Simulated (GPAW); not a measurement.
# Work function of 1T-CrSSe monolayer at several levels, part 2 of 2

How far do functional and basis move the work function of 1T-CrSSe monolayer?

GPAW 26.7.0; GPAW, PAW setups; layer in a repeated cell with vacuum, relaxation of atoms and in-plane cell (the session's first sound run).

So far, upper work function (eV): step 3 (the slab's potential, PBE, GPAW) 5.82; step 4 (self-consistent run: xc = "RPBE") 5.77; step 5 (self-consistent run: xc = "vdW-DF2", GPAW, PAW setups, GPAW) 6.19; step 6 (OptPBE vdW: xc = "optPBE-vdW", GPAW, PAW setups, GPAW) 6.04; step 7 (self-consistent run: xc = "LDA") 5.89.

## 8. Self-consistent run: xc = "revPBE"

Level of this step: GPAW, PAW setups; slab in vacuum (GPAW).

The same geometry under revPBE, to see how far the functional moves the levels against the vacuum.

Input file run.py:

```python
import json
import numpy as np
from ase import Atoms
from gpaw import GPAW, PW

slab = Atoms(
    ['Se', 'Cr', 'S'],
    positions=[
        [1.68982, 0.97562, 9.00000],
        [0.00000, -0.00000, 10.61127],
        [-0.00000, 1.95124, 11.86641]],
    cell=[[3.37964, 0.0, 0.0], [-1.68982, 2.92686, 0.0], [0.0, 0.0, 20.8664]],
    pbc=[True, True, False],
    magmoms=[0.0, 3.0, 0.0])

slab.calc = GPAW(mode=PW(400), xc='revPBE', kpts={'size': (12, 12, 1), 'gamma': True},
                 occupations={'name': 'fermi-dirac', 'width': 0.05}, nbands='160%',
                 convergence={'density': 1e-05}, maxiter=200,
                 poissonsolver={'dipolelayer': 'xy'},
                 symmetry={'tolerance': 1e-3}, txt='slab.txt')
result = {}
energy = slab.get_potential_energy()
fermi = slab.calc.get_fermi_level()
v = slab.calc.get_electrostatic_potential().mean((0, 1)) - fermi
n = slab.calc.get_pseudo_density().mean((0, 1))
L = slab.cell[2, 2]
z = np.arange(len(v)) * L / len(v)
low, high = slab.positions[:, 2].min(), slab.positions[:, 2].max()
below, above = np.interp([low - 6.8, high + 6.8], z, v)
slopes = [np.interp(x, z, np.gradient(v, z)) for x in (low - 6.8, high + 6.8)]
eps = np.array([[slab.calc.get_eigenvalues(k, s) for k in range(len(slab.calc.get_ibz_k_points()))]
                for s in range(slab.calc.get_number_of_spins())]) - fermi
top, bottom = eps[eps < 0].max(), eps[eps > 0].min()
dipole = slab.get_dipole_moment()[2]
print(f'energy {energy:.4f} eV, Fermi level {fermi:.4f} eV, dipole {dipole:.5f} e A')
print(f'potential 6.8 A off the faces, from the Fermi level: lower {below:.4f} eV, upper {above:.4f} eV')
print(f'slope of the potential there: lower {slopes[0]:.5f}, upper {slopes[1]:.5f} eV/A')
print(f'nearest levels on the mesh: {top:.4f} and {bottom:.4f} eV')
print('magnetic moment', round(slab.get_magnetic_moment(), 3))
result.update(energy=energy, fermi=fermi, dipole=dipole, below=below, above=above, slopes=slopes, edges=[top, bottom],
              z=z.tolist(), v=v.tolist(), n=n.tolist(), positions=slab.positions.tolist(),
              forces=slab.get_forces(apply_constraint=False).tolist(), moments=slab.get_magnetic_moments().tolist())
json.dump(result, open('result.json', 'w'))
```

Launch:

```
$ OMP_NUM_THREADS=1 OPENBLAS_NUM_THREADS=1 python run.py
```

Output:

```text
energy -17.5655 eV, Fermi level -2.3762 eV, dipole -0.01294 e A
potential 6.8 A off the faces, from the Fermi level: lower 5.5178 eV, upper 5.7571 eV
slope of the potential there: lower -0.00005, upper 0.00003 eV/A
nearest levels on the mesh: -0.0132 and 0.0313 eV
magnetic moment 2.139
```

The job ended after 32 s (1 thread of Intel Xeon Platinum 8375C at 2.90GHz (Ice Lake), shared host; peak memory 0.25 GiB).

This step gave:

- dipole along the normal: -0.01294 e·Å
- levels nearest the Fermi level on the mesh: -0.01324, 0.03129 eV from the Fermi level
- upper work function: 5.757 eV
- lower work function: 5.518 eV
- site moments: -0.1586, 2.362, -0.1210 μB
- sum of the site moments: 2.082 μB

The electrostatic potential energy of an electron (without an applied field's), less the Fermi level, planar mean by z:

| z (Å) | electrostatic potential energy of an electron (without an applied field's), less the Fermi level, planar mean (eV) |
| --- | --- |
| 0.0 | 5.64 |
| 0.5 | 5.52 |
| 1.0 | 5.52 |
| 1.5 | 5.52 |
| 2.0 | 5.52 |
| 2.5 | 5.52 |
| 3.0 | 5.52 |
| 3.5 | 5.52 |
| 4.0 | 5.52 |
| 4.5 | 5.52 |
| 5.0 | 5.52 |
| 5.5 | 5.52 |
| 6.0 | 5.51 |
| 6.5 | 5.49 |
| 7.0 | 5.38 |
| 7.5 | 4.92 |
| 8.0 | 2.87 |
| 8.5 | -5.43 |
| 9.0 | -18.9 |
| 9.5 | -7.21 |
| 10.0 | -4.21 |
| 10.5 | -11.7 |
| 11.0 | -8.51 |
| 11.5 | -9.83 |
| 12.0 | -14.2 |
| 12.5 | -0.321 |
| 13.0 | 4.49 |
| 13.5 | 5.50 |
| 14.0 | 5.70 |
| 14.5 | 5.75 |
| 15.0 | 5.75 |
| 15.5 | 5.76 |
| 16.0 | 5.76 |
| 16.5 | 5.76 |
| 17.0 | 5.76 |
| 17.5 | 5.76 |
| 18.0 | 5.76 |
| 18.5 | 5.76 |
| 19.0 | 5.76 |
| 19.5 | 5.76 |
| 20.0 | 5.76 |
| 20.5 | 5.75 |

The upper face's work function is 5.757 eV, against 5.819 eV in the first plane-wave PBE run at this geometry.

## 9. Real-space grid: mode = "fd"

A real-space grid is a second complete basis, so it checks the plane-wave result.

run.py, as its differences from that of step 8:

```diff
@@ -3,3 +3,3 @@
 from ase import Atoms
-from gpaw import GPAW, PW
+from gpaw import GPAW
 
@@ -15,3 +15,3 @@
 
-slab.calc = GPAW(mode=PW(400), xc='revPBE', kpts={'size': (12, 12, 1), 'gamma': True},
+slab.calc = GPAW(mode='fd', h=0.18, xc='PBE', kpts={'size': (12, 12, 1), 'gamma': True},
                  occupations={'name': 'fermi-dirac', 'width': 0.05}, nbands='160%',
```

Output:

```text
energy -18.5168 eV, Fermi level -5.7102 eV, dipole -0.01213 e A
potential 6.8 A off the faces, from the Fermi level: lower 5.5995 eV, upper 5.8209 eV
slope of the potential there: lower -0.00000, upper 0.00000 eV/A
nearest levels on the mesh: -0.0106 and 0.0304 eV
magnetic moment 2.134
```

Run time: 4.5 min. Hardware: 1 thread; peak memory 0.56 GiB.

Numbers from this step:

* dipole along the normal: -0.01213 e·Å
* levels nearest the Fermi level on the mesh: -0.01058, 0.03038 eV from the Fermi level
* upper work function: 5.821 eV
* lower work function: 5.599 eV
* site moments: -0.1504, 2.336, -0.1130 μB
* sum of the site moments: 2.072 μB

Table of electrostatic potential energy of an electron (without an applied field's), less the Fermi level, planar mean by z:

| z (Å) | electrostatic potential energy of an electron (without an applied field's), less the Fermi level, planar mean (eV) |
| --- | --- |
| 0 | 5.71 |
| 1 | 5.60 |
| 2 | 5.60 |
| 3 | 5.60 |
| 4 | 5.60 |
| 5 | 5.60 |
| 6 | 5.59 |
| 7 | 5.46 |
| 8 | 2.94 |
| 9 | -19.0 |
| 10 | -4.15 |
| 11 | -8.43 |
| 12 | -14.2 |
| 13 | 4.53 |
| 14 | 5.77 |
| 15 | 5.82 |
| 16 | 5.82 |
| 17 | 5.82 |
| 18 | 5.82 |
| 19 | 5.82 |
| 20 | 5.82 |

The upper face's work function is 5.821 eV, against 5.819 eV in the first plane-wave PBE run at this geometry.

## 10. Atomic orbitals: mode = "lcao"

Atom-centred orbitals end a few angstrom from the surface, which tests how much the density's tail matters.

run.py, as its differences from that of step 9:

```diff
@@ -15,4 +15,4 @@
 
-slab.calc = GPAW(mode='fd', h=0.18, xc='PBE', kpts={'size': (12, 12, 1), 'gamma': True},
-                 occupations={'name': 'fermi-dirac', 'width': 0.05}, nbands='160%',
+slab.calc = GPAW(mode='lcao', basis='dzp', h=0.18, xc='PBE', kpts={'size': (12, 12, 1), 'gamma': True},
+                 occupations={'name': 'fermi-dirac', 'width': 0.05}, nbands='120%',
                  convergence={'density': 1e-05}, maxiter=200,
```

Output:

```text
energy -17.5946 eV, Fermi level -5.5968 eV, dipole -0.00828 e A
potential 6.8 A off the faces, from the Fermi level: lower 5.5213 eV, upper 5.6723 eV
slope of the potential there: lower 0.00000, upper 0.00000 eV/A
nearest levels on the mesh: -0.0135 and 0.0363 eV
magnetic moment 2.147
```

Run time: 1.7 min. Hardware: 1 thread; peak memory 0.27 GiB.

Numbers from this step:

| Quantity | Value |
| --- | --- |
| dipole along the normal | -0.008277 e·Å |
| levels nearest the Fermi level on the mesh | -0.01351, 0.03632 eV from the Fermi level |
| upper work function | 5.672 eV |
| lower work function | 5.521 eV |
| site moments | -0.1538, 2.323, -0.1173 μB |
| sum of the site moments | 2.052 μB |

The upper face's work function is 5.672 eV, against 5.819 eV in the first plane-wave PBE run at this geometry.

## 11. Cost and result by level

Times are for 1 thread of Intel Xeon Platinum 8375C at 2.90GHz (Ice Lake), shared host. Results by setting:

| no. | run | upper work function (eV) | lower work function (eV) | time | memory (GiB) |
| --- | --- | --- | --- | --- | --- |
| 1 | pw | 5.819 | 5.597 | 35 s | 0.25 |
| 2 | RPBE | 5.770 | 5.524 | 33 s | 0.25 |
| 3 | vdW DF2 | 6.191 | 5.974 | 44 s | 0.39 |
| 4 | optPBE vdW | 6.043 | 5.826 | 44 s | 0.39 |
| 5 | LDA | 5.894 | 5.746 | 39 s | 0.24 |
| 6 | revPBE | 5.757 | 5.518 | 32 s | 0.25 |
| 7 | fd | 5.821 | 5.599 | 4.5 min | 0.56 |
| 8 | lcao | 5.672 | 5.521 | 1.7 min | 0.27 |

## 12. Side by side

Results and costs are gathered.

This step: comparison of work functions, dipole and cost (GPAW 26.7.0).

Ladder, by row:

| step | code | work function, upper (eV) | work function, lower (eV) | dipole (e Å) | wall time (s) | peak memory (GiB) | threads |
| --- | --- | --- | --- | --- | --- | --- | --- |
| pw | GPAW | 5.819 | 5.597 | -0.01201 | 34.69 | 0.25 | 1 |
| RPBE | GPAW | 5.77 | 5.524 | -0.01331 | 32.84 | 0.25 | 1 |
| vdW-DF2 | GPAW | 6.191 | 5.974 | -0.01176 | 43.63 | 0.39 | 1 |
| optPBE-vdW | GPAW | 6.043 | 5.826 | -0.01172 | 44.34 | 0.39 | 1 |
| LDA | GPAW | 5.894 | 5.746 | -0.007984 | 38.63 | 0.24 | 1 |
| revPBE | GPAW | 5.757 | 5.518 | -0.01294 | 32.38 | 0.25 | 1 |
| fd | GPAW | 5.821 | 5.599 | -0.01213 | 272.4 | 0.56 | 1 |
| lcao | GPAW | 5.672 | 5.521 | -0.008277 | 103.5 | 0.27 | 1 |

## 13. What came out

| Quantity | Value |
| --- | --- |
| work function, upper and lower face | 5.819 and 5.597 eV |
| dipole along the normal | -0.0120 e Å |

With plane waves and PBE the work function is 5.82 eV on the upper face and 5.60 eV on the lower. The two faces differ by 0.22 eV, the step that the slab's dipole makes (e p/(ε0 A) gives 0.22 eV), so the dipole layer is needed. Over the sound runs of the table the upper face's work function spans 5.672 (lcao) to 6.191 eV (vdW-DF2). Atomic orbitals miss the plane-wave value by -0.15 eV, since they describe the tail of the density in the vacuum poorly. The starting lattice was a guess from atomic radii; the relaxation moved it by 8 %. The relaxation of atoms and cell ran in a fully periodic cell without the dipole layer, so the atoms of this polar layer felt a small spurious field. One magnetic start was tried; another order may lie lower. The layer's cell and atoms come from the relaxation; spin-orbit coupling and temperature are left out.

[Logs are printed without paths, hosts, clocks, repeated set-up lines and the standing remarks that a program may print on its own settings, such as how far it seeks lower states.]

[Hosts, paths, dates, database ids (printed as entryN), source tags and the programs' standing remarks are cut or masked in the printed files.]
